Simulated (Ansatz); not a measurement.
# Preparing Rb2MgCl4 (I4/mmm) as a host crystal

Aim: the runs on the perfect crystal Rb2MgCl4 (I4/mmm) that a defect calculation needs first.

Calculated with Ansatz 0.2.0; plane-wave PAW DFT, PBEsol; single point of the host's primitive cell on a dense mesh, in the first sound run; inputs show where later runs differ.

## Step 1: Set-up

It takes space group I4/mmm (No. 139, tetragonal). Conventional cell: a = 4.966 Å, b = 4.966 Å, c = 16.039 Å, α = 90.00°, β = 90.00°, γ = 90.00°. Rb has 9 Cl at 3.24 to 3.52 Å nearest. Nearest to Mg lie 6 Cl at 2.48 to 2.49 Å. Nearest to Cl lie 1 Mg at 2.49 Å and 5 Rb at 3.24 to 3.52 Å. Nearest to Cl lie 2 Mg at 2.48 Å and 4 Rb at 3.37 Å. Farther neighbours and most contacts between anions are not listed.

## Step 2: Primitive cell on a dense mesh

A dense mesh gives the host's converged energy, against which the supercell's sampling is tested.

dense/input.yaml reads:

```yaml
crystal:
  lattice:
    - [-2.4829548178, 2.4829548178, 8.0196061019]
    - [2.4829548178, -2.4829548178, 8.0196061019]
    - [2.4829548178, 2.4829548178, -8.0196061019]
  atoms:
    - { symbol: Rb, position: [0.3575105816, 0.3575105816, 0.0] }
    - { symbol: Rb, position: [0.6424894184, 0.6424894184, 0.0] }
    - { symbol: Mg, position: [0.0, 0.0, 0.0] }
    - { symbol: Cl, position: [0.1553324957, 0.1553324957, 0.0] }
    - { symbol: Cl, position: [0.8446675043, 0.8446675043, 0.0] }
    - { symbol: Cl, position: [0.5, 0.0, 0.5] }
    - { symbol: Cl, position: [0.0, 0.5, 0.5] }
basis:
  ecutwfc: 420
  xc_grid: 2
hamiltonian:
  xc: pbesol
kpoints:
  mp_grid: { grid: [8, 8, 8] }
scf:
  occupations: { method: fermi_dirac, width: 0.01 }
  max_iter: 80
```

Run with:

```sh
ansatz run input.yaml --threads 4 --pin off --max-ram 7536MiB --backend cpu --events-out ev --progress --plain --runs-dir out
```

Numbers of over 12 decimals in the logs are rounded to 6 here.

Log:

```text
[... repeated set-up lines and file paths are left out, and long positions are rounded to six places ...]
basis.fft_grid_basis auto: the FFT boxes are laid along the combinations [[1, 0, 1], [0, 1, 1], [0, 0, 1]] of the cell's own vectors, 4.966, 4.966 and 8.755 Å long. The dense box has 36×36×60 points. [...]
Engine: ansatz 0.2.0, aarch64-unknown-linux-gnu
Pseudopotentials: kind: paw
Pseudopotential: Rb, paw, valence charge 9, recommended cutoff 420 eV (normal), Rb.paw.azcp
Pseudopotential: Mg, paw, valence charge 10, recommended cutoff 420 eV (normal), Mg.paw.azcp
Pseudopotential: Cl, paw, valence charge 7, recommended cutoff 420 eV (normal), Cl.paw.azcp
Functional definition: PBEsol
  exchange = pbesol_x
  correlation = pbesol_c
Crystal: 7 atoms, lattice volume = 197.766 Å³
Basis set: ecut = 420 eV, 3903 PW (Γ), FFT grids on a1+a3, a2+a3, a3, exchange–correlation on 72×72×120 points (8 copies of the dense FFT grid, shifted against one another)
Bands: 35, of which v1, the nominal top of the filled ones, is band 28 counted from 1 (27 counted from 0)
Symmetry: 16 space group operations
Space group: I4/mmm (ITA 139), of the structure as read, at distance tolerance 5.8e-5 Å
k-points: 59 of 512
Non-local potential: Rb, projectors of the file, l = 0: 3, l = 1: 2, l = 2: 2
Non-local potential: Mg, projectors of the file, l = 0: 3, l = 1: 2, l = 2: 1
Non-local potential: Cl, projectors of the file, l = 0: 2, l = 1: 2, l = 2: 2
PAW form: soft (Blöchl's): semilocal exchange-correlation on the pseudo side does not see the compensation charge
PAW frozen core: Rb, regenerated for the run's functional, and the local potential with it (the file was generated under x = pbe(κ = 0.804, μ = 0.219515), c = pbe(β = 0.066725))
PAW frozen core: Mg, regenerated for the run's functional, and the local potential with it (the file was generated under x = pbe(κ = 0.804, μ = 0.219515), c = pbe(β = 0.066725))
PAW frozen core: Cl, regenerated for the run's functional, and the local potential with it (the file was generated under x = pbe(κ = 0.804, μ = 0.219515), c = pbe(β = 0.066725))
PAW one-centre angular grid: Rb, 110 points (default); XC on 64 Gauss nodes
PAW one-centre angular grid: Mg, 110 points (default); XC on 64 Gauss nodes
PAW one-centre angular grid: Cl, 110 points (default); XC on 64 Gauss nodes
Initial density: superposition of atomic densities (neutral atoms: chi_scale 0, normalization atom), corrected by the library's trained network
Initial wavefunctions: pseudopotential atomic-orbital guess
Functional: x = pbesol(κ = 0.804, μ = 0.123457), c = pbesol(β = 0.046)
SCF iter   1: F=—  HF=-12602.920250 eV  |F-HF|=—  |Δ(HF+E_count)|=         —  Δρ=3.24e-3  dr2=2.87e-2  ethr=1.77e-3  ⟨swp⟩=11.5  Hψ=11271  notcnv=0  defer=2
preconditioner: auto → Resta (q_TF=auto, 2.211 Å⁻¹)  ε∞=2.9  [insulator: Δε(μ)=4.788 eV  Ē_g=12.763 eV  σ=0.010 eV  W_gap=1.00  n_scr=32 (ndim 8)  ℏωp=17.5 eV  f_vac=0.099  D(μ)=0.00/eV (n_scr^D=0)  ε∞_Penn≈2.9]
SCF iter   2: F=—  HF=-12602.911627 eV  |F-HF|=—  |Δ(HF+E_count)|=   8.62e-3  Δρ=1.22e-3  dr2=3.55e-3  ethr=5.13e-5  ⟨swp⟩=2.6  Hψ=4103  notcnv=0  defer=128
SCF iter   3: F=—  HF=-12602.911105 eV  |F-HF|=—  |Δ(HF+E_count)|=   5.22e-4  Δρ=3.43e-4  dr2=1.69e-4  ethr=6.34e-6  ⟨swp⟩=2.3  Hψ=3404  notcnv=0  defer=69
automatic band count: iteration 3 solves 34 bands in place of 35: the levels show a gap, and the empty bands left out lie too high to hold charge; the band table lists the bands solved (type scf.n_extra_bands for more)
SCF iter   4: F=—  HF=-12602.911323 eV  |F-HF|=—  |Δ(HF+E_count)|=   2.19e-4  Δρ=5.01e-5  dr2=5.47e-6  ethr=3.02e-7  ⟨swp⟩=2.8  Hψ=3301  notcnv=0  defer=69
SCF iter   5: F=—  HF=-12602.911329 eV  |F-HF|=—  |Δ(HF+E_count)|=   5.73e-6  Δρ=1.49e-5  dr2=4.49e-7  ethr=9.77e-9  ⟨swp⟩=2.0  Hψ=3228  notcnv=0  defer=69
SCF iter   6: F=-12602.911330 eV  HF=-12602.911330 eV  |F-HF|=8.19e-8  |Δ(HF+E_count)|=   1.19e-6  Δρ=3.45e-6  dr2=3.53e-8  ethr=3.53e-10  ⟨swp⟩=3.0  Hψ=5343  notcnv=0
SCF 1 converged in 6 iterations: F = -12602.911330 eV  dr2 = 3.53e-8
  greatest PAW one-centre occupation: 1.000 electrons in one spin orbital (limit 2), on the Mg atom at site 2 (counted from 0), in its partial waves of l = 0
SCF converged after 6 iterations
Free energy (F): -12602.911330 eV
Harris-Foulkes:  -12602.911330 eV  (|F-HF|=8.19e-8)
Internal energy: -12602.911330 eV  (E = F + TS)
E sigma→0 (E₀):  -12602.911330 eV
Fermi energy:    4.443858 eV
--- Per-component energies (eV) ---
  E_band       = -601.323172
  E_kinetic    = 1108.832001
  E_local      = -4255.886988  (includes V_loc(G=0)·N_el)
  E_nonlocal   = 560.634256
  E_hartree    = 1438.394875
  E_xc         = -713.690814
  E_vxc        = -798.685468  (∫ρ·V_xc dr)
  E_paw        = -7987.438315  (= ΣΔE_a)
  E_vpaw       = -93.011098  (= ΣTr[D̂ρ^β])
  E_aug_tail   = 0.000372  (compensation charges beyond the density's cutoff)
  E_ewald      = -2754.376650
  E_core_change = 0.619932  (= ΣΔE_core)
  E_smearing   = -0.000000  (= −TS)
  E_closure    = -0.000000  (closes the sum)
  Σ components = -12602.911330   (vs F -12602.911330, Δ=0.00e0)
```

Run time: 7.2 s. Hardware: 4 threads of Arm Neoverse N1, shared host; peak memory 0.65 GiB; 28 s of CPU time.

The column dr2 measures how far the density is from self-consistency, as an energy; F and HF (Harris–Foulkes) agree once it is small.

## Step 3: Self-consistent run

This step: plane-wave PAW DFT, PBEsol; single point of the defect-free supercell, a test of its k-points (Ansatz 0.2.0).

System of this step: Rb2MgCl4 (I4/mmm). The cell holds 56 atoms: 16 Rb, 8 Mg and 32 Cl. Cell: a = 9.932 Å, b = 9.932 Å, c = 16.039 Å, α = 90.0°, β = 90.0°, γ = 90.0°.

pristine.sampling/input.yaml reads:

```yaml
crystal:
  lattice:
    - [9.9318192712, 0.0, 0.0]
    - [0.0, 9.9318192712, 0.0]
    - [0.0, 0.0, 16.0392122039]
  atoms:
    - { symbol: Rb, position: [0.0, 0.0, 0.3575105816] }
    - { symbol: Rb, position: [0.25, 0.25, 0.8575105816] }
    - { symbol: Rb, position: [0.0, 0.0, 0.6424894184] }
    - { symbol: Rb, position: [0.25, 0.25, 0.1424894184] }
    - { symbol: Mg, position: [0.0, 0.0, 0.0] }
    - { symbol: Mg, position: [0.25, 0.25, 0.5] }
    - { symbol: Cl, position: [0.0, 0.0, 0.1553324957] }
    - { symbol: Cl, position: [0.25, 0.25, 0.6553324957] }
    - { symbol: Cl, position: [0.0, 0.0, 0.8446675043] }
    - { symbol: Cl, position: [0.25, 0.25, 0.3446675043] }
    - { symbol: Cl, position: [0.0, 0.25, 0.0] }
    - { symbol: Cl, position: [0.25, 0.0, 0.5] }
    - { symbol: Cl, position: [0.0, 0.25, 0.5] }
    - { symbol: Cl, position: [0.25, 0.0, 0.0] }
    - { symbol: Rb, position: [0.0, 0.5, 0.3575105816] }
    - { symbol: Rb, position: [0.25, 0.75, 0.8575105816] }
    - { symbol: Rb, position: [0.0, 0.5, 0.6424894184] }
    - { symbol: Rb, position: [0.25, 0.75, 0.1424894184] }
    - { symbol: Mg, position: [0.0, 0.5, 0.0] }
    - { symbol: Mg, position: [0.25, 0.75, 0.5] }
    - { symbol: Cl, position: [0.0, 0.5, 0.1553324957] }
    - { symbol: Cl, position: [0.25, 0.75, 0.6553324957] }
    - { symbol: Cl, position: [0.0, 0.5, 0.8446675043] }
    - { symbol: Cl, position: [0.25, 0.75, 0.3446675043] }
    - { symbol: Cl, position: [0.0, 0.75, 0.0] }
    - { symbol: Cl, position: [0.25, 0.5, 0.5] }
    - { symbol: Cl, position: [0.0, 0.75, 0.5] }
    - { symbol: Cl, position: [0.25, 0.5, 0.0] }
    - { symbol: Rb, position: [0.5, 0.0, 0.3575105816] }
    - { symbol: Rb, position: [0.75, 0.25, 0.8575105816] }
    - { symbol: Rb, position: [0.5, 0.0, 0.6424894184] }
    - { symbol: Rb, position: [0.75, 0.25, 0.1424894184] }
    - { symbol: Mg, position: [0.5, 0.0, 0.0] }
    - { symbol: Mg, position: [0.75, 0.25, 0.5] }
    - { symbol: Cl, position: [0.5, 0.0, 0.1553324957] }
    - { symbol: Cl, position: [0.75, 0.25, 0.6553324957] }
    - { symbol: Cl, position: [0.5, 0.0, 0.8446675043] }
    - { symbol: Cl, position: [0.75, 0.25, 0.3446675043] }
    - { symbol: Cl, position: [0.5, 0.25, 0.0] }
    - { symbol: Cl, position: [0.75, 0.0, 0.5] }
    - { symbol: Cl, position: [0.5, 0.25, 0.5] }
    - { symbol: Cl, position: [0.75, 0.0, 0.0] }
    - { symbol: Rb, position: [0.5, 0.5, 0.3575105816] }
    - { symbol: Rb, position: [0.75, 0.75, 0.8575105816] }
    - { symbol: Rb, position: [0.5, 0.5, 0.6424894184] }
    - { symbol: Rb, position: [0.75, 0.75, 0.1424894184] }
    - { symbol: Mg, position: [0.5, 0.5, 0.0] }
    - { symbol: Mg, position: [0.75, 0.75, 0.5] }
    - { symbol: Cl, position: [0.5, 0.5, 0.1553324957] }
    - { symbol: Cl, position: [0.75, 0.75, 0.6553324957] }
    - { symbol: Cl, position: [0.5, 0.5, 0.8446675043] }
    - { symbol: Cl, position: [0.75, 0.75, 0.3446675043] }
    - { symbol: Cl, position: [0.5, 0.75, 0.0] }
    - { symbol: Cl, position: [0.75, 0.5, 0.5] }
    - { symbol: Cl, position: [0.5, 0.75, 0.5] }
    - { symbol: Cl, position: [0.75, 0.5, 0.0] }
basis:
  ecutwfc: 420
  xc_grid: 2
hamiltonian:
  xc: pbesol
kpoints:
  mp_grid: { grid: [1, 1, 1], shift: [0.25, 0.25, 0.25] }
scf:
  occupations: { method: fermi_dirac, width: 0.01 }
  max_iter: 80
```

Log:

```text
[...]
Crystal: 56 atoms, lattice volume = 1582.124 Å³
Basis set: ecut = 420 eV, 31017 PW (Γ), exchange–correlation on 144×144×216 points (8 copies of the dense FFT grid, shifted against one another)
Bands: 280, of which v1, the nominal top of the filled ones, is band 224 counted from 1 (223 counted from 0)
Symmetry: 32 space group operations
k-points: 1
[...]
SCF iter   1: F=—  HF=-100823.388843 eV  |F-HF|=—  |Δ(HF+E_count)|=         —  Δρ=3.22e-3  dr2=2.28e-1  ethr=1.77e-3  ⟨swp⟩=9.0  Hψ=1272  notcnv=0  defer=29
[...]
SCF iter   6: F=-100823.290841 eV  HF=-100823.290840 eV  |F-HF|=9.10e-7  |Δ(HF+E_count)|=   1.21e-5  Δρ=4.68e-6  dr2=4.20e-7  ethr=2.23e-10  ⟨swp⟩=3.0  Hψ=680  notcnv=0
SCF 1 converged in 6 iterations: F = -100823.290841 eV  dr2 = 4.20e-7
[...]
SCF converged after 6 iterations
Free energy (F): -100823.290841 eV
[...]
Internal energy: -100823.290841 eV  (E = F + TS)
E sigma→0 (E₀):  -100823.290841 eV
Fermi energy:    4.671332 eV
[...]
```

Run time: 12 s. Hardware: 4 threads; peak memory 2.3 GiB.

This step gave:

| Property | Result |
| --- | --- |
| energy over dense mesh | -3.54e-6 eV/atom |

(Part 1 of 2 ends here.)

[Logs are printed without paths, hosts, clocks, repeated set-up lines and the standing remarks that a program may print on its own settings, such as how far it seeks lower states.]

[Hosts, paths, dates, database ids (printed as entryN), source tags and the programs' standing remarks are cut or masked in the printed files.]

[Runs of the host that timed out are not shown.]

[For some hosts the program warned that the k-mesh of the response run may be too coarse for force constants and the static dielectric constant; such warnings are not always shown.]
